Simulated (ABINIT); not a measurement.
An input for ABINIT 10.8.3 (Ca2Si (Fm-3m)):

```
acell 3*1.0 Angstrom
rprim 
  -0.000000000000 3.585232820000 3.585232820000
  3.585232820000 -0.000000000000 3.585232820000
  3.585232820000 3.585232820000 -0.000000000000
ntypat 2
znucl 20 14
natom 3
typat 1 1 2
xred 
  0.750000000000 0.750000000000 0.750000000000
  0.250000000000 0.250000000000 0.250000000000
  0.000000000000 0.000000000000 0.000000000000
pp_dirpath "pseudos"
pseudos "Ca.upf, Si.upf"
ecut 30
ngkpt 6 6 6
nshiftk 1
shiftk 0 0 0
kptopt 1
chksymbreak 0
nband 17
occopt 1
tolvrs 1e-10
nstep 60
prtwf 0
optforces 0
optstress 0
indata_prefix "in"
outdata_prefix "out"
tmpdata_prefix "tmp"
```

```sh
OMP_NUM_THREADS=1 mpirun -n 4 abinit run.abi > log
```

**Question.** Estimate wall time and host memory on 4 MPI ranks of Arm Neoverse N1, shared host.

It took 25 s; on shared hardware allow 12 s to 50 s. Peak host memory was 0.34 GiB.

[Paths, hosts, dates, memory and timing lines, banners, echoed tables and standing remarks are left out of the program output.]

[Logs are printed without paths, hosts, clocks, repeated set-up lines and the standing remarks that a program may print on its own settings, such as how far it seeks lower states.]

[Runs of the session that timed out or met a known fault of the program may be left out.]

[No measured gap is set beside runs whose start may be inverted or whose files or cutoffs have a known fault.]

[Hosts, paths, dates, database ids (printed as entryN), source tags and the programs' standing remarks are cut or masked in the printed files.]

[G0W0 gaps are taken among the corrected bands and points alone; a level outside them can change the order at an edge.]

[Where Ansatz stands beside ABINIT at settings called matched, ABINIT's density can come from a denser mesh and the files from another edition; pairs whose starting gaps differed by over 0.03 eV were left out, so agreement reads better than it is.]
